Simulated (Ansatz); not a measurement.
# ZnB2S4: complex band structure, part 2 of 2

A new crystal, ZnB2S4: structure, gap and complex bands. It is built by putting B for Ga in the ZnGa2S4 structure of space group I-4, with the volume rescaled by atomic radii. The parent structure comes from the Materials Project.

Ansatz 0.2.0; r2SCAN DFT, plane waves, PAW files (the session's first sound run).

So far, gap on path (eV): step 3 (the bulk crystal and its band edges) 3.10.

The structure was built from a prototype and need not be the compound's stable phase.

## (4) Complex bands

This step: r2SCAN DFT, plane waves, PAW files; complex bands by layer matching along the plane's normal (Ansatz 0.2.0).

The same crystal is laid in a cell whose first two vectors span the (001) plane (indices of the standard conventional cell, whose axes can be ordered otherwise than in the bulk input). At fixed energy and wavevector in the plane the solver finds all kz, real and complex. A few wavevectors are listed, (0, 0) and (0.5, 0) in units of the plane's reciprocal vectors; the slowest state needn't be among them.

Contents of input.yaml:

```yaml
crystal:
  lattice:
    - [5.036878857, 0.0, 0.0]
    - [0.0, 5.036878857, 0.0]
    - [2.518439428, 2.518439428, 4.331062447]
  atoms:
    - { symbol: Zn, position: [0.25, 0.75, 0.5] }
    - { symbol: B, position: [0.0, 0.0, 0.0] }
    - { symbol: B, position: [0.75, 0.25, 0.5] }
    - { symbol: S, position: [0.0815837251, 0.1455136155, 0.2328172586] }
    - { symbol: S, position: [0.3783308741, 0.9184162749, 0.7671827414] }
    - { symbol: S, position: [0.6855990163, 0.6216691259, 0.2328172586] }
    - { symbol: S, position: [0.8544863845, 0.3144009837, 0.7671827414] }
kpoints:
  mp_grid: { grid: [6, 6, 6] }
scf:
  occupations: { method: fixed }
hamiltonian:
  xc: r2scan
output:
  eigenvalues: true
  transmission:
    leads: [[0, 0]]
    kpoints: [[0.0, 0.0], [0.5, 0.0]]
    e_range: [-1.0, 4.1]
    de: 0.13
```

Command:

```sh
> ansatz run input.yaml --threads 2 --pin off --max-ram 4096MiB --backend cpu --events-out ev --progress --plain --runs-dir out
```

Numbers of over 12 decimals in the logs are rounded to 6 here.

Log:

```text
[...]
Crystal: 7 atoms, lattice volume = 109.880 Å³
Basis set: ecut = 500 eV, 2791 PW (Γ), exchange–correlation on 160×160×180 points (64 copies of the dense FFT grid, shifted against one another)
Bands: 28, of which v1, the nominal top of the filled ones, is band 21 counted from 1 (20 counted from 0)
Symmetry: 4 space group operations
[...]
k-points: 36 of 216 (time reversal used)
[...]
SCF iter   1: F=—  HF=-7266.146270 eV  |F-HF|=—  |Δ(HF+E_count)|=         —  Δρ=1.08e-2  dr2=7.41e-2  dr2_τ=1.99e-1  ethr=1.77e-3  ⟨swp⟩=4.9  Hψ=4254  notcnv=0  defer=166
[...]
SCF iter   7: F=-7266.228048 eV  HF=-7266.228048 eV  |F-HF|=2.10e-9  |Δ(HF+E_count)|=   2.36e-7  Δρ=6.77e-6  dr2=5.77e-8  dr2_τ=1.22e-9  ethr=2.38e-10  ⟨swp⟩=9.8  Hψ=4445  notcnv=0
SCF 1 converged in 7 iterations: F = -7266.228048 eV  dr2 = 5.77e-8
[...]
transmission: 6 of 12 steps passed
transmission: 12 of 12 steps passed
SCF converged after 7 iterations
Free energy (F): -7266.228048 eV
[...]
Internal energy: -7266.228048 eV  (E = F + TS)
E sigma→0 (E₀):  -7266.228048 eV
Fermi energy:    6.126271 eV
[...]
--- Band table (eV; the first three rows and the last of 36) ---
  k-point 0: bands = [... 17 lower, 3.9343, 6.0371, 6.0371, 6.1263, 9.2242, 9.7569, 11.4039, 11.4039, ... 3 higher]
  k-point 1: bands = [... 17 lower, 4.0529, 5.6216, 5.7310, 5.7310, 9.5522, 10.0954, 11.1268, 11.4966, ... 3 higher]
  k-point 2: bands = [... 17 lower, 4.0619, 4.6763, 5.4047, 5.4047, 9.7861, 10.8382, 10.8649, 10.8649, ... 3 higher]
  k-point 35: bands = [... 17 lower, 4.8812, 5.2264, 5.4678, 5.6341, 10.0193, 10.9557, 11.0012, 11.5617, ... 3 higher]
--- Transmission ---
  basis      : 261 plane waves across, 6 finite elements along
  points     : 2, as listed
  energies   : 40 from -1.000000 to 4.070000 eV about the Fermi level, 0.130000 eV apart; the leads are filled to 1.548983 eV, and channels, transmission and decay are at 1.600000 eV
  crystal 0  : B2S4Zn1, at the sites [0, 0], period 4.3311 Å: whole cells are its period
    offset         : up to 0.0000 Å between an atom of the period and one for which it stands
    channels       : 0.000000e0 a spin
    conductance    : none, the energies end too early or step too widely for 300 K: set another output.transmission.e_range or a lower de, or, where they end at an eighth of basis.ecutwfc, a higher one
    slowest decay  : 0.3136 /Å at (0.0000, 0.0000)
```

It took 18 s on 2 threads of AMD EPYC 9R45, shared host; peak memory 1.1 GiB; 35 s of CPU time.

Numbers from this step:

```
level to which the leads are filled                       : 1.549 eV from the Fermi level
decay constant at the filling level, zone centre          : 0.3136 Å⁻¹
decay constant at the filling level, slowest listed point : 0.3136 Å⁻¹
```

K parallel (0, 0); values up to 1.5 1/Å, a degenerate pair printed once or twice; energies at which all values exceed this have no row. The Im kz of the slowest decaying states by energy, zero at the highest filled level on the SCF mesh:

```tsv
energy (eV)	decay 1 (Å⁻¹)	decay 2 (Å⁻¹)	decay 3 (Å⁻¹)	decay 4 (Å⁻¹)
-1.00	0.182	0.419	0.520	1.29
-0.74	0.0590	0.433	0.504	1.25
-0.61	0.0998	0.439	0.496	1.23
-0.35	0.238	0.446	0.479	1.19
-0.22	0.268	0.448	0.469	1.17
0.04	0.0644	0.139	0.307	0.449
0.17	0.131	0.192	0.321	0.438
0.43	0.206	0.259	0.340	0.412
0.56	0.235	0.284	0.347	0.396
0.82	0.298	0.322	0.348	0.357
1.08	0.324	0.350	0.361	0.429
1.21	0.323	0.362	0.362	0.423
1.47	0.318	0.361	0.381	0.410
1.60	0.314	0.359	0.389	0.403
1.86	0.302	0.353	0.385	0.401
1.99	0.294	0.349	0.375	0.405
2.25	0.275	0.338	0.353	0.412
2.51	0.249	0.324	0.326	0.416
2.64	0.232	0.310	0.315	0.416
2.90	0.184	0.274	0.296	0.415
3.03	0.143	0.253	0.284	0.413
3.29	0.164	0.198	0.257	0.407
3.42	0.141	0.159	0.240	0.402
3.68	0.201	0.391	0.391	0.508
3.81	0.0215	0.0852	0.175	0.383
4.07	0.0991	0.129	0.365	0.438
```

K parallel (0.5, 0); values up to 1.5 1/Å, a degenerate pair printed once or twice; energies at which all values exceed this have no row. Table of Im kz of the slowest decaying states by energy, zero at the highest filled level on the SCF mesh:

```tsv
energy (eV)	decay 1 (Å⁻¹)	decay 2 (Å⁻¹)	decay 3 (Å⁻¹)	decay 4 (Å⁻¹)
-1.00	0.247	0.363	0.458	1.40
-0.74	0.165	0.415	1.37	-
-0.48	0.169	0.269	0.433	1.33
-0.22	0.281	0.454	1.30	-
0.04	0.284	0.467	1.27	-
0.30	0.344	0.434	0.520	1.23
0.56	0.380	0.426	0.543	1.20
0.82	0.404	0.420	0.556	1.17
1.08	0.414	0.422	0.562	1.13
1.34	0.407	0.435	0.564	1.09
1.60	0.398	0.446	0.562	1.06
1.73	0.393	0.450	0.560	1.04
1.99	0.380	0.456	0.553	0.998
2.25	0.365	0.461	0.543	0.956
2.51	0.346	0.463	0.531	0.912
2.77	0.324	0.464	0.517	0.865
3.03	0.297	0.464	0.500	0.816
3.29	0.262	0.461	0.480	0.762
3.55	0.216	0.457	0.457	0.706
3.81	0.148	0.431	0.449	0.646
4.07	0.389	0.401	0.481	0.587
```

At the listed wavevectors the last open channel is at -0.09 eV and the next at +3.16 eV on the grid. At +1.60 eV, the grid energy nearest the filling level (the middle of the gap on the SCF mesh), the slowest state at the listed wavevectors decays with κ = 0.314 Å⁻¹, its amplitude falling by e over 3.2 Å. Through 1 nm of this crystal that state's transmission falls by exp(−2 × 0.314 Å⁻¹ × 10 Å) = 0.0019.

## (5) The same cell, other settings: scf.n_extra_bands = 2 and basis.xc_grid = 3

This step: r2SCAN DFT, plane waves, PAW files; complex bands by layer matching along the plane's normal; changed: scf.n_extra_bands = 2, basis.xc_grid = 3 (Ansatz 0.2.0).

This run repeats an earlier one, its twin (the complex run, plane (001)), with two settings changed (scf.n_extra_bands, basis.xc_grid; files written aside). It is meant to test whether the numerical route changes the result or only the time.

input.yaml, as its differences from that of step 4:

```diff
@@ -17,2 +17,3 @@
   occupations: { method: fixed }
+  n_extra_bands: 2
 hamiltonian:
@@ -26 +27,3 @@
     de: 0.13
+basis:
+  xc_grid: 3
```

Log:

```text
[...]
Crystal: 7 atoms, lattice volume = 109.880 Å³
Basis set: ecut = 500 eV, 2791 PW (Γ), exchange–correlation on 120×120×135 points (27 copies of the dense FFT grid, shifted against one another)
Bands: 23, of which v1, the nominal top of the filled ones, is band 21 counted from 1 (20 counted from 0)
Symmetry: 4 space group operations
[...]
k-points: 36 of 216 (time reversal used)
[...]
SCF iter   1: F=—  HF=-7266.146015 eV  |F-HF|=—  |Δ(HF+E_count)|=         —  Δρ=1.08e-2  dr2=7.32e-2  dr2_τ=2.00e-1  ethr=1.77e-3  ⟨swp⟩=5.0  Hψ=3638  notcnv=0
[...]
SCF iter   8: F=-7266.227843 eV  HF=-7266.227843 eV  |F-HF|=2.60e-9  |Δ(HF+E_count)|=   4.05e-8  Δρ=2.66e-6  dr2=7.58e-9  dr2_τ=5.61e-10  ethr=2.38e-10  ⟨swp⟩=3.0  Hψ=2086  notcnv=0
SCF 1 converged in 8 iterations: F = -7266.227843 eV  dr2 = 7.58e-9
[...]
transmission: 6 of 12 steps passed
transmission: 12 of 12 steps passed
SCF converged after 8 iterations
Free energy (F): -7266.227843 eV
[...]
Internal energy: -7266.227843 eV  (E = F + TS)
E sigma→0 (E₀):  -7266.227843 eV
Fermi energy:    6.126264 eV
[...]
--- Band table (eV; the first three rows and the last of 36) ---
  k-point 0: bands = [... 17 lower, 3.9343, 6.0371, 6.0371, 6.1263, 9.2242, 9.7569]
  k-point 1: bands = [... 17 lower, 4.0529, 5.6216, 5.7310, 5.7310, 9.5522, 10.0953]
  k-point 2: bands = [... 17 lower, 4.0619, 4.6763, 5.4047, 5.4047, 9.7861, 10.8382]
  k-point 35: bands = [... 17 lower, 4.8812, 5.2264, 5.4678, 5.6341, 10.0193, 10.9556]
--- Transmission ---
  basis      : 261 plane waves across, 6 finite elements along
  points     : 2, as listed
[...]
crystal 0  : B2S4Zn1, at the sites [0, 0], period 4.3311 Å: whole cells are its period
[...]
channels       : 0.000000e0 a spin
[...]
slowest decay  : 0.3136 /Å at (0.0000, 0.0000)
```

Run time: 16 s. Hardware: 2 threads; peak memory 0.98 GiB.

This step gave:

```yaml
free_energy: -7266.2278 eV
```

K parallel (0, 0); values up to 1.5 1/Å, a degenerate pair printed once or twice; energies at which all values exceed this have no row. The Im kz of the slowest decaying states by energy, zero at the highest filled level on the SCF mesh:

```tsv
energy (eV)	decay 1 (Å⁻¹)	decay 2 (Å⁻¹)	decay 3 (Å⁻¹)	decay 4 (Å⁻¹)
-1.00	0.182	0.419	0.520	1.29
-0.74	0.0590	0.0590	0.433	0.504
-0.48	0.193	0.443	0.487	1.21
-0.22	0.268	0.448	0.469	1.17
0.04	0.0644	0.139	0.307	0.449
0.30	0.173	0.230	0.332	0.425
0.56	0.235	0.284	0.347	0.396
0.82	0.298	0.322	0.348	0.357
1.08	0.324	0.350	0.361	0.429
1.34	0.321	0.362	0.372	0.417
1.60	0.314	0.359	0.389	0.403
1.73	0.308	0.356	0.394	0.395
1.99	0.294	0.349	0.375	0.405
2.25	0.275	0.338	0.353	0.412
2.51	0.249	0.324	0.326	0.416
2.77	0.211	0.293	0.306	0.416
3.03	0.143	0.253	0.284	0.413
3.29	0.164	0.198	0.257	0.407
3.55	0.0946	0.0996	0.222	0.397
3.81	0.0215	0.0852	0.175	0.383
4.07	0.0991	0.129	0.365	0.438
```

K parallel (0.5, 0); values up to 1.5 1/Å, a degenerate pair printed once or twice; energies at which all values exceed this have no row. Im kz of the slowest decaying states against energy, zero at the highest filled level on the SCF mesh:

(Unchanged from step 4.)

The least decay constant is 0.314 Å⁻¹ against 0.314 Å⁻¹ in the twin: no change within 1 %.

## (6) Results

```json
{"band gap": "3.10 eV", "least decay constant at mid-gap, normal to (001)": "0.314 Å⁻¹"}
```

With r2SCAN, the slowest decay at the wavevectors tried is κ = 0.314 Å⁻¹, normal to (001). Through such a film the transmission near mid-gap falls as exp(−2κd), a factor of ten every 3.7 Å. A free electron under a barrier of half the gap would need a mass of 0.24 mₑ to decay at this rate. The compound is made up by substitution; its stability against other phases and against distortions of the cell's symmetry was not tested. r2SCAN still narrows gaps, if less than LDA and GGA do, so real decay constants are likely larger.

[Logs are printed without paths, hosts, clocks, repeated set-up lines and the standing remarks that a program may print on its own settings, such as how far it seeks lower states.]

[Hosts, paths, dates, database ids (printed as entryN), source tags and the programs' standing remarks are cut or masked in the printed files.]
